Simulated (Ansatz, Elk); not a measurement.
# How far do independent atoms describe RbBiCl6?

The structure of RbBiCl6 used here is made up (a known structure type with other elements) and was relaxed beforehand with r2SCAN. The aim is the Fourier transform of its all-electron density, F(hkl), set beside the sum over free spherical atoms that refinements use.

Method: DFT, PBE, all-electron APW+lo, Dirac cores, scalar-relativistic bands, static density, no spin, in Elk 11.2.3 (patched build).

The structure was built from a prototype and need not be the compound's stable phase.

## (1) Set-up

The structure is cubic, space group Fm-3m (No. 225). Conventional cell: a = 11.579 Å, b = 11.579 Å, c = 11.579 Å, α = 90.00°, β = 90.00°, γ = 90.00°. Nearest to Bi lie 6 Cl at 2.49 Å. Rb has 6 Cl at 3.30 Å nearest. Nearest to Cl lie 1 Bi at 2.49 Å and 1 Rb at 3.30 Å. Farther neighbours and most contacts between anions are not listed.

## (2) Ground state and structure factors

An all-electron density is needed, since X-rays see the cores too. Task 0 finds the density and task 195 Fourier-transforms it; tshift is off so that phases refer to the origin typed.

elk.in reads:

```
tasks
  0
  195

xctype
  20

spinpol
  .false.

rgkmax
  7.0

gmaxvr
  14.0

lmaxo
  7

lmaxapw
  8

swidth
  0.002

tshift
  .false.

ramdisk
  .false.

hmaxvr
  5.5

maxscl
  120

epspot
  1e-06

sppath
  './'

avec
  -0.00000000000 10.94017439118 10.94017439118
  10.94017439118 -0.00000000000 10.94017439118
  10.94017439118 10.94017439118 -0.00000000000

atoms
  3
  'Bi.in'
  1
  0.0000000000 -0.0000000000 -0.0000000000   0.000000 0.000000 0.000000
  'Rb.in'
  1
  0.5000000000 0.5000000000 0.5000000000   0.000000 0.000000 0.000000
  'Cl.in'
  6
  0.2151071341 0.7848928659 0.7848928659   0.000000 0.000000 0.000000
  0.7848928659 0.2151071341 0.7848928659   0.000000 0.000000 0.000000
  0.2151071341 0.2151071341 0.7848928659   0.000000 0.000000 0.000000
  0.7848928659 0.2151071341 0.2151071341   0.000000 0.000000 0.000000
  0.2151071341 0.7848928659 0.2151071341   0.000000 0.000000 0.000000
  0.7848928659 0.7848928659 0.2151071341   0.000000 0.000000 0.000000

ngridk
  4 4 4
```

Launch:

```sh
$ OMP_NUM_THREADS=4 elk
```

Numbers of over 12 decimals in the logs are rounded to 6 here.

Log:

```text
┌─────────────────────────┐
│ Elk code version 11.2.3 │
└─────────────────────────┘

All units are atomic (Hartree, Bohr, etc.)

┌─────────────────────────────────────────────────┐
│ Ground-state run starting from atomic densities │
└─────────────────────────────────────────────────┘

Lattice vectors :
  -0.000000000       10.94017439       10.94017439
   10.94017439      -0.000000000       10.94017439
   10.94017439       10.94017439      -0.000000000

Reciprocal lattice vectors :
 -0.2871611129      0.2871611129      0.2871611129
  0.2871611129     -0.2871611129      0.2871611129
  0.2871611129      0.2871611129     -0.2871611129

Unit cell volume      :    2618.802401
Brillouin zone volume :   0.9471894992E-01

Muffin-tin inner radius fraction :   0.1000000000E-01

Nuclei treated as point charges

Species : 1 (Bi)
 parameters loaded from : Bi.in
 name : bismuth
 nuclear charge    :   -83.00000000
 electronic charge :    83.00000000
 atomic mass :    380947.9285
 muffin-tin radius :    2.607706707
 number of radial points in muffin-tin :   1393
 inner part over the whole radius :   0.9942960320E-02
 number on inner part of muffin-tin    :    999
 approximate nuclear radius :   0.1052171418E-03
 number of mesh points to nuclear radius :    528
 atomic positions (lattice), magnetic fields (Cartesian) :
  1 :   0.00000000  0.00000000  0.00000000    0.00000000  0.00000000  0.00000000

Species : 2 (Rb)
 parameters loaded from : Rb.in
 name : rubidium
 nuclear charge    :   -37.00000000
 electronic charge :    37.00000000
 atomic mass :    155798.2686
 muffin-tin radius :    2.600000000
 number of radial points in muffin-tin :   1193
 inner part over the whole radius :   0.9947532429E-02
 number on inner part of muffin-tin    :    847
 approximate nuclear radius :   0.7999050501E-04
 number of mesh points to nuclear radius :    413
 atomic positions (lattice), magnetic fields (Cartesian) :
  1 :   0.50000000  0.50000000  0.50000000    0.00000000  0.00000000  0.00000000

Species : 3 (Cl)
 parameters loaded from : Cl.in
 name : chlorine
 nuclear charge    :   -17.00000000
 electronic charge :    17.00000000
 atomic mass :    64626.86550
 muffin-tin radius :    2.048912413
 number of radial points in muffin-tin :    793
 inner part over the whole radius :   0.9822151797E-02
 number on inner part of muffin-tin    :    553
 approximate nuclear radius :   0.6305718926E-04
 number of mesh points to nuclear radius :    254
 atomic positions (lattice), magnetic fields (Cartesian) :
  1 :   0.21510713 -0.21510713 -0.21510713    0.00000000  0.00000000  0.00000000
  2 :  -0.21510713  0.21510713 -0.21510713    0.00000000  0.00000000  0.00000000
  3 :   0.21510713  0.21510713 -0.21510713    0.00000000  0.00000000  0.00000000
  4 :  -0.21510713  0.21510713  0.21510713    0.00000000  0.00000000  0.00000000
  5 :   0.21510713 -0.21510713  0.21510713    0.00000000  0.00000000  0.00000000
  6 :  -0.21510713 -0.21510713  0.21510713    0.00000000  0.00000000  0.00000000

Total number of atoms per unit cell :    8
Total muffin-tin volume :    364.0782462
 ratio of muffin-tin to unit cell volume :   0.1390247107

Spin treatment :
 spin-unpolarised

Number of Bravais lattice symmetries :   48
Number of crystal symmetries         :   48
Crystal has inversion symmetry
Real symmetric eigensolver will be used

k-point grid :      4     4     4
k-point offset :    0.000000000       0.000000000       0.000000000
k-point set is reduced with full crystal symmetry group
Total number of k-points :        8

Muffin-tin radius times maximum |G+k| :    7.000000000
 using average radius
Maximum |G+k| for APW functions       :    3.199784027
Maximum (1/2)|G+k|²                   :    5.119308909
Maximum |G| for potential and density :    14.00000000
Constant for pseudocharge density :    9
 order of it for each species :   16  16  16
 order of it for pair densities of each species (exact exchange by exxq0 0: 17) :   14  14   8
Radial integration step length :    1

[...]
correlation                 :     -10.925746039498
 electron entropic           :    -0.40775557036675E-08
 total energy                :     -27333.837925599

Density of states at Fermi energy :   0.5718810433E-04
 (states/Hartree/unit cell)

Estimated indirect band gap :   0.6236844199E-01
 from k-point 7 to k-point 1
Estimated direct band gap   :   0.6236849842E-01
 at k-point 1

Charges :
 core                        :    156.0000000
 valence                     :    66.00000000
 interstitial                :    14.72524672
 muffin-tins (core leakage)
  species : 1 (Bi)
[...]
species : 2 (Rb)
[...]
species : 3 (Cl)
[...]
total in muffin-tins        :    207.2747533
 total calculated charge     :    221.9958114
 total charge                :    222.0000000
 error                       :   0.4188571301E-02

RMS change in Kohn-Sham potential (target) :   0.3169246395     (  0.1000000000E-05)
Absolute change in total energy (target)   :   0.6304306732     (  0.1000000000E-03)

[... loops 3 to 12 left out ...]

┌──────────────────┐
│ Loop number : 13 │
└──────────────────┘

Energies :
 Fermi                       :    -0.92482774557123E-01
 sum of occupied eigenvalues :     -16733.681358380
 electron kinetic            :      31095.290936584
 core electron kinetic       :      30795.172458105
 Coulomb                     :     -57758.803098048
 Coulomb potential           :     -46956.975846289
 nuclear-nuclear             :     -1226.3875653114
 electron-nuclear            :     -66121.772945020
 Hartree                     :      9589.3574122841
 Madelung                    :     -34280.315174903
 xc potential                :     -871.99644867550
 exchange                    :     -657.81473748516
 correlation                 :     -10.931750504449
 electron entropic           :    -0.75801700819248E-05
 total energy                :     -27332.258657033

Density of states at Fermi energy :   0.1945745588
 (states/Hartree/unit cell)

Estimated indirect band gap :   0.2972988504E-01
 from k-point 7 to k-point 1
Estimated direct band gap   :   0.2978440901E-01
 at k-point 1

Charges :
 core                        :    156.0000000
 valence                     :    66.00000000
 interstitial                :    14.75944205
 muffin-tins (core leakage)
  species : 1 (Bi)
[...]
species : 2 (Rb)
[...]
species : 3 (Cl)
[...]
total in muffin-tins        :    207.2405579
 total calculated charge     :    221.9959268
 total charge                :    222.0000000
 error                       :   0.4073226636E-02

RMS change in Kohn-Sham potential (target) :   0.3796225245E-06 (  0.1000000000E-05)
Absolute change in total energy (target)   :   0.2472168126E-04 (  0.1000000000E-03)

Convergence targets achieved

┌──────────────────┐
│ Loop number : 14 │
└──────────────────┘

Energies :
 Fermi                       :    -0.92482902498505E-01
 sum of occupied eigenvalues :     -16733.681392445
 electron kinetic            :      31095.290905140
 core electron kinetic       :      30795.172445259
 Coulomb                     :     -57758.803097483
 Coulomb potential           :     -46956.975845881
 nuclear-nuclear             :     -1226.3875653114
 electron-nuclear            :     -66121.772944486
 Hartree                     :      9589.3574123139
 Madelung                    :     -34280.315174543
 xc potential                :     -871.99645170485
 exchange                    :     -657.81473756285
 correlation                 :     -10.931750521877
 electron entropic           :    -0.75806471905227E-05
 total energy                :     -27332.258688008

Density of states at Fermi energy :   0.1945881599
 (states/Hartree/unit cell)

Estimated indirect band gap :   0.2972960608E-01
 from k-point 7 to k-point 1
Estimated direct band gap   :   0.2978413029E-01
 at k-point 1

Charges :
 core                        :    156.0000000
 valence                     :    66.00000000
 interstitial                :    14.75943911
 muffin-tins (core leakage)
  species : 1 (Bi)
[...]
species : 2 (Rb)
[...]
species : 3 (Cl)
[...]
atom 4                    :    15.20011546     (  0.4709464524E-04)
   atom 5                    :    15.20011546     (  0.4709464524E-04)
   atom 6                    :    15.20011546     (  0.4709464524E-04)
 total in muffin-tins        :    207.2405609
 total calculated charge     :    221.9959268
 total charge                :    222.0000000
 error                       :   0.4073230136E-02

┌──────────────────────────────┐
│ Self-consistent loop stopped │
└──────────────────────────────┘

Warning : core states of species 1 leak from the muffin-tin :   0.1745126916E-02

Wrote STATE.OUT
```

Run time: 1.9 min. Hardware: 4 threads of Arm Neoverse V2, shared host; peak memory 0.65 GiB; 4.3 min of CPU time.

SFACRHO.OUT:

```text

h k l indices transformed by vhmat matrix:
   1.000000000       0.000000000       0.000000000    
   0.000000000       1.000000000       0.000000000    
   0.000000000       0.000000000       1.000000000    

      h      k      l  multipl.   |H|            Re(F)            Im(F)           |F|

      0      0      0      1   0.0000000       222.00000     -0.75557863E-16   222.00000    
      0      0     -1      8  0.49737764       65.985395     -0.22714490E-14   65.985395    
     -1     -1      0      6  0.57432223       147.94494      0.13628694E-13   147.94494    
     -1      0      1     12  0.81221428       85.444052      0.10789383E-13   85.444052    
      1     -1     -1     24  0.95240567       37.670184     -0.68143470E-14   37.670184    
      2      2      2      8  0.99475528       31.384489      0.23282352E-13   31.384489    
      2      2      0      6   1.1486445       171.33445     -0.39750358E-13   171.33445    
      3      1      1     24   1.2517063       15.990058      0.28393113E-13   15.990058    
      1      2      3     24   1.2842235       118.46961     -0.33624486E-13   118.46961    
      1      1     -2     24   1.4067964       70.804520     -0.13628694E-13   70.804520    
      0     -2     -3     24   1.4921329       70.215257     -0.97672307E-13   70.215257    
     -3     -3     -3      8   1.4921329      -1.8521639     -0.71550644E-13   1.8521639    
      0      2     -2     12   1.6244286       143.08747     -0.14764419E-13   143.08747    
     -3     -4     -2     48   1.6988681       49.377659     -0.85179338E-14   49.377659    
     -1     -1     -4     24   1.7229667       100.04055      0.31232424E-13   100.04055    
     -3      0     -3      6   1.7229667       128.70157      0.41650782E-13   128.70157    
     -3     -4     -1     24   1.8161663       87.529574      0.20443041E-13   87.529574    
      4      0      1     24   1.8830413       31.299907      0.64736297E-13   31.299907
```

Elk indexes on the primitive cell of elk.in and gives |H| = 4π sin θ/λ in inverse bohr. Below, one row stands for each form hkl of the conventional cell (m members, Friedel mates merged), F is for one primitive cell and the density is static (no thermal factor). Free-atom factors are Waasmaier and Kirfel's, and R is Σm||F|−|F'||/Σm|F|.

```
hkl   m  sin θ/λ (Å⁻¹)  abs F, DFT  neutral atoms   diff.     ions   diff.
111   8          0.075      65.985         66.099  -0.114   63.623  +2.362
200   6          0.086     147.945        148.176  -0.231  146.173  +1.772
220  12          0.122      85.444         86.058  -0.614   83.697  +1.747
311  24          0.143      37.670         38.062  -0.391   36.635  +1.035
222   8          0.150      31.384         32.165  -0.781   30.285  +1.100
400   6          0.173     171.334        170.900  +0.434  170.640  +0.694
331  24          0.188      15.990         16.433  -0.443   16.029  -0.039
420  24          0.193     118.470        118.367  +0.103  118.147  +0.323
422  24          0.212      70.805         70.806  -0.002   70.851  -0.047
511  24          0.224      70.215         69.883  +0.332   69.883  +0.333
333   8          0.224       1.852          1.450  +0.402    1.232  +0.620
440  12          0.244     143.088        143.153  -0.065  143.184  -0.096
531  48          0.256      49.378         49.276  +0.101   49.520  -0.142
442  24          0.259     100.040        100.051  -0.011  100.314  -0.274
600   6          0.259     128.702        128.681  +0.021  128.807  -0.105
620  24          0.273      87.530         87.428  +0.102   87.778  -0.248
533  24          0.283      31.300         31.273  +0.027   31.668  -0.368
622  24          0.286      48.757         48.510  +0.247   49.068  -0.310
444   8          0.299     124.273        124.472  -0.199  124.627  -0.354
551  24          0.308      74.639         74.592  +0.046   74.758  -0.120
711  24          0.308      26.350         26.317  +0.033   26.730  -0.380
640  24          0.311     112.186        112.335  -0.149  112.538  -0.352
```

The ions are Rb+, Bi5+ and Cl−, by formal charge.

## (3) The highest occupied states alone

An energy window below the Fermi level keeps the highest occupied states, to see at which angles they scatter; shallow core shells can lie inside it and anion s states outside. No new self-consistency is needed.

Changes to elk.in since step 2:

```diff
@@ -1,3 +1,2 @@
 tasks
-  0
   195
@@ -40,2 +39,5 @@
 
+wsfac
+  -0.533470 0.207520
+
 sppath
```

Launch:

```sh
$ OMP_NUM_THREADS=4 elk
```

Log:

```text
┌─────────────────────────────────┐
│ Elk code version 11.2.3 started │
└─────────────────────────────────┘

Info(readinput): the functional depends on the density's gradient
 muffin-tin radial points multiplied by    2.00000
 (not where nrmtscf is given)

┌────────────────────┐
│ Current task : 195 │
└────────────────────┘
Info(checkmt): changed muffin-tin radius of species 1 (Bi) from   2.8000 to   2.6077
Info(checkmt): changed muffin-tin radius of species 3 (Cl) from   2.2000 to   2.0489

Info(sfacrho): density structure factors written to SFACRHO.OUT

 Energy window :  -0.5334700000      0.2075200000

┌──────────────────┐
│ Elk code stopped │
└──────────────────┘
```

Wall time 51 s (4 threads); peak memory 0.39 GiB; 54 s of CPU time.

States within 12 eV below the Fermi level hold 42.00 electrons; any levels below the window count with the cores. Their amplitudes can exceed the total, where window and core parts have opposite phase:

```
hkl  sin θ/λ (Å⁻¹)  abs F, window  abs F, all
111          0.075          2.864      65.985
200          0.086         16.384     147.945
220          0.122          0.487      85.444
311          0.143          3.708      37.670
222          0.150         11.300      31.384
400          0.173         15.682     171.334
331          0.188          5.958      15.990
420          0.193          5.566     118.470
422          0.212          1.176      70.805
511          0.224          1.998      70.215
```

## (4) Another functional

The difference from free atoms is small, so it is set against the change that PBEsol makes.

Changes to elk.in since step 3:

```diff
@@ -1,2 +1,3 @@
 tasks
+  0
   195
@@ -4,3 +5,3 @@
 xctype
-  20
+  22
 
@@ -39,5 +40,2 @@
 
-wsfac
-  -0.533470 0.207520
-
 sppath
```

Launch:

```sh
$ OMP_NUM_THREADS=4 elk
```

Log:

```text
┌─────────────────────────┐
│ Elk code version 11.2.3 │
└─────────────────────────┘

All units are atomic (Hartree, Bohr, etc.)

┌─────────────────────────────────────────────────┐
│ Ground-state run starting from atomic densities │
└─────────────────────────────────────────────────┘

Lattice vectors :
  -0.000000000       10.94017439       10.94017439
   10.94017439      -0.000000000       10.94017439
   10.94017439       10.94017439      -0.000000000

Reciprocal lattice vectors :
 -0.2871611129      0.2871611129      0.2871611129
[...]
species : 1 (Bi)
[...]
species : 2 (Rb)
[...]
species : 3 (Cl)
[...]
atom 5                    :    15.18461547     (  0.4751350612E-04)
   atom 6                    :    15.18461547     (  0.4751350612E-04)
 total in muffin-tins        :    207.1640391
 total calculated charge     :    221.9959535
 total charge                :    222.0000000
 error                       :   0.4046524079E-02

┌──────────────────────────────┐
│ Self-consistent loop stopped │
└──────────────────────────────┘

Warning : core states of species 1 leak from the muffin-tin :   0.1762187688E-02

Wrote STATE.OUT
[key lines of the parts left out:]
total energy                :     -27320.558962978
```

It took 1.9 min on 4 threads; peak memory 0.66 GiB.

Against the first run R = 0.02 %; the largest change is -0.062 at 400.

## (5) Basis size

A smaller basis shows how fast F responds to it; the change is likely larger than the basis error of the first run, but doesn't show convergence.

Changes to elk.in since step 4:

```diff
@@ -5,3 +5,3 @@
 xctype
-  22
+  20
 
@@ -11,3 +11,3 @@
 rgkmax
-  7.0
+  5.5
```

Launch:

```sh
$ OMP_NUM_THREADS=4 elk
```

Log:

```text
┌─────────────────────────┐
│ Elk code version 11.2.3 │
└─────────────────────────┘

All units are atomic (Hartree, Bohr, etc.)

┌─────────────────────────────────────────────────┐
│ Ground-state run starting from atomic densities │
└─────────────────────────────────────────────────┘

Lattice vectors :
  -0.000000000       10.94017439       10.94017439
   10.94017439      -0.000000000       10.94017439
   10.94017439       10.94017439      -0.000000000

Reciprocal lattice vectors :
 -0.2871611129      0.2871611129      0.2871611129
[...]
species : 1 (Bi)
[...]
species : 2 (Rb)
[...]
species : 3 (Cl)
[...]
atom 5                    :    15.14908444     (  0.4677161803E-04)
   atom 6                    :    15.14908444     (  0.4677161803E-04)
 total in muffin-tins        :    206.9058021
 total calculated charge     :    221.9964031
 total charge                :    222.0000000
 error                       :   0.3596905787E-02

┌──────────────────────────────┐
│ Self-consistent loop stopped │
└──────────────────────────────┘

Warning : core states of species 1 leak from the muffin-tin :   0.1748461740E-02

Wrote STATE.OUT
[key lines of the parts left out:]
total energy                :     -27332.088433010
```

Elapsed: 79 s, on 4 threads; peak memory 0.44 GiB; 2.1 min of CPU time.

Against the first run R = 0.04 %; the largest change is -0.108 at 440.

## (6) Settings against the effect

```
          run  R against the first run (%)  R against neutral atoms, low angle (%)  wall time
PBE, rgkmax 7                         0.00                                    0.29    1.9 min
       PBEsol                         0.02                                    0.28    1.9 min
   rgkmax 5.5                         0.04                                    0.30       79 s
```

## (7) Outcome

* R against neutral atoms, sin θ/λ < 0.3 Å⁻¹: 0.29 %
* R against neutral atoms, 0.3 to 0.70 Å⁻¹: 0.13 %
* R against ions, below 0.3 Å⁻¹: 0.64 %

What this shows: Independent neutral atoms miss the calculated amplitudes by R = 0.29 % below 0.3 Å⁻¹ and 0.13 % from there to 0.70 Å⁻¹; by shells, 0.70 % below 0.15 Å⁻¹ (5 forms), 0.22 % 0.15 to 0.3 (14 forms), 0.19 % 0.3 to 0.45 (33 forms), 0.11 % above 0.45 (97 forms). Bonding, aspherical density and the tables' own atoms all enter these figures, and the runs don't part them. The largest change of an amplitude is -0.78 electrons, at 222. Weak lines can change much in proportion: 333 goes from 1.45 to 1.85. Formal ions give R = 0.64 % at low angle, further off than neutral atoms. The window's part falls from 42.0 electrons at the origin to at most 0.75 between 0.45 and 0.70 Å⁻¹. Below 0.3 Å⁻¹ the changes that finished (PBEsol and rgkmax 5.5) move F by R = 0.05 % at most, against the 0.29 % that separates it from free atoms. The k-mesh has no finished test. Spin-orbit coupling is left out, which can matter for elements this heavy. Part of the difference isn't bonding: the tables are fits to free atoms and ions calculated by other methods than this functional. Thermal motion, anomalous dispersion and extinction are left out.

[Logs are printed without paths, hosts, clocks, repeated set-up lines and the standing remarks that a program may print on its own settings, such as how far it seeks lower states.]

[Hosts, paths, dates, database ids (printed as entryN), source tags and the programs' standing remarks are cut or masked in the printed files.]
